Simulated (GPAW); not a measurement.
Entries from a set of simulations; values are calculated unless marked as measured.

```
! title: KTlO2 (R-3m): G0W0 with GPAW, start to end
! method: DFT, LDA, plane waves, PAW (and 1 further level or step)
! program: GPAW 26.7.0
! settings of one run: cutoff 600 eV, GPAW PAW setups 1.2.1 data release, 4×4×4 k-mesh, nbands 85
! cost: 4 runs, 2.8 min in all on 4 MPI ranks of AMD EPYC 9R14 (Zen 4), shared host (the runs of this entry)
! notes: The cell and positions are those that the Materials Project relaxed with its own functionals (PBE, PBE+U or r2SCAN), kept fixed. Limits: no spin-orbit coupling. Bands and cutoff are finite, so the gap is not at the basis limit. The miss can reach some tenths of an eV and take either sign; the mesh is an error of its own.
! LDA gap: 0.89 eV, indirect
! G0W0 gap on the mesh: 1.81 eV
! GW settings: 4×4×4 mesh, 75 bands, screening to 65 eV, Godby-Needs plasmon pole
! known limits: not at the basis limit; no spin-orbit coupling
CELL_PARAMETERS angstrom
1.72676 0.99695 6.10224
-1.72676 0.99695 6.10224
0.00000 -1.99389 6.10224
ATOMIC_POSITIONS crystal
K 0.50000 0.50000 0.50000
Tl 0.00000 0.00000 0.00000
O 0.73208 0.73208 0.73208
O 0.26792 0.26792 0.26792
```

[Paths, hosts, dates, memory and timing lines, banners, echoed tables and standing remarks are left out of the program output.]

[Logs are printed without paths, hosts, clocks, repeated set-up lines and the standing remarks that a program may print on its own settings, such as how far it seeks lower states.]

[Runs of the session that timed out or met a known fault of the program may be left out.]

[Hosts, paths, dates, database ids (printed as entryN), source tags and the programs' standing remarks are cut or masked in the printed files.]
